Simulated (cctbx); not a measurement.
# What is wrong with this refinement?

Cell a = 3.5840 Å, b = 3.5840 Å, c = 14.9990 Å, α = 90.00°, β = 90.00°, γ = 120.00°; space group P6_3/mmc (no. 194). The compound is SiPb2C.

The data are simulated with cctbx, not measured: Mo Kα, λ = 0.71073 Å, to d = 0.84 Å, 95 % of the full sphere, strongest reflection 5000 counts, noise from counting, a 6 % proportional error and a noise floor of 4 counts (s.d.); no absorption.

An anisotropic refinement with weights 1/σ² prints:

```text
Rint 0.054, 82 unique reflections to 0.84 A
cycle     R1     wR2    GooF  max shift (A)
   1  0.0119  0.0272   1.102   0.00000
   2  0.0095  0.0234   0.948   0.00000
final R1 0.0095 wR2 0.0234 GooF 0.948  parameters 7  data/parameter 11.7
atom        x        y        z      Ueq    occ   su(xyz)  su(Uiso or U11)
Pb1    0.66667  0.33333  0.91269   0.0074  1.000  0.00002  0.0002
Si1    0.33333  0.66667  0.75000   0.0175  1.000  0.00000  0.0012
C1     0.00000  0.00000  0.00000   0.0265  1.000  0.00000  0.0046
difference map: max 0.48 min -0.97 rms 0.19
Q1    0.3333  0.6667  0.2500    2    0.48  2.07 A from Si1
Q2    0.3333  0.6667  0.6433    4    0.48  1.60 A from Si1
Q3    0.1075  0.5537  0.0624   12    0.45  0.79 A from Pb1
Q4    0.1257  0.2515  0.2500    6    0.45  1.81 A from Si1
Q5    0.0737  0.5369  0.7129   12    0.44  0.98 A from Si1
Q6    0.0280  0.5140  0.1286   12    0.43  1.13 A from Pb1
```

**Question.** Can this result stand? If not, what is the likely fault?

It can stand. The set-up had a fault (dispersion terms of the wrong wavelength (1.54184 Å)), but the figures of merit move little: R1 = 0.0095, wR2 = 0.0234, GooF = 0.95 against R1 = 0.0097, wR2 = 0.0237, GooF = 0.96 for the right model.

The compound is SiPb2C. The right model at the same level gives:

```text
Rint 0.054, 82 unique reflections to 0.84 A
cycle     R1     wR2    GooF  max shift (A)
   1  0.0095  0.0240   0.973   0.00006
   2  0.0097  0.0237   0.959   0.00000
final R1 0.0097 wR2 0.0237 GooF 0.959  parameters 7  data/parameter 11.7
atom        x        y        z      Ueq    occ   su(xyz)  su(Uiso or U11)
Pb1    0.66667  0.33333  0.91269   0.0078  1.000  0.00002  0.0002
Si1    0.33333  0.66667  0.75000   0.0145  1.000  0.00000  0.0012
C1     0.00000  0.00000  0.00000   0.0242  1.000  0.00000  0.0047
difference map: max 0.48 min -1.02 rms 0.19
Q1    0.3333  0.6667  0.2500    2    0.48  2.07 A from Si1
Q2    0.3333  0.6667  0.6429    4    0.48  1.61 A from Si1
Q3    0.1108  0.5554  0.0629   12    0.46  0.78 A from Pb1
Q4    0.1258  0.2516  0.2500    6    0.44  1.81 A from Si1
Q5    0.0328  0.5164  0.1277   12    0.43  1.11 A from Pb1
Q6    0.3333  0.6667  0.1760    4    0.42  1.33 A from Pb1
```

This is a model crystal, built by substitution and not relaxed, with assumed displacement parameters.

[Middle refinement cycles are left out of these outputs.]

[Logs are printed without paths, hosts, clocks, repeated set-up lines and the standing remarks that a program may print on its own settings, such as how far it seeks lower states.]
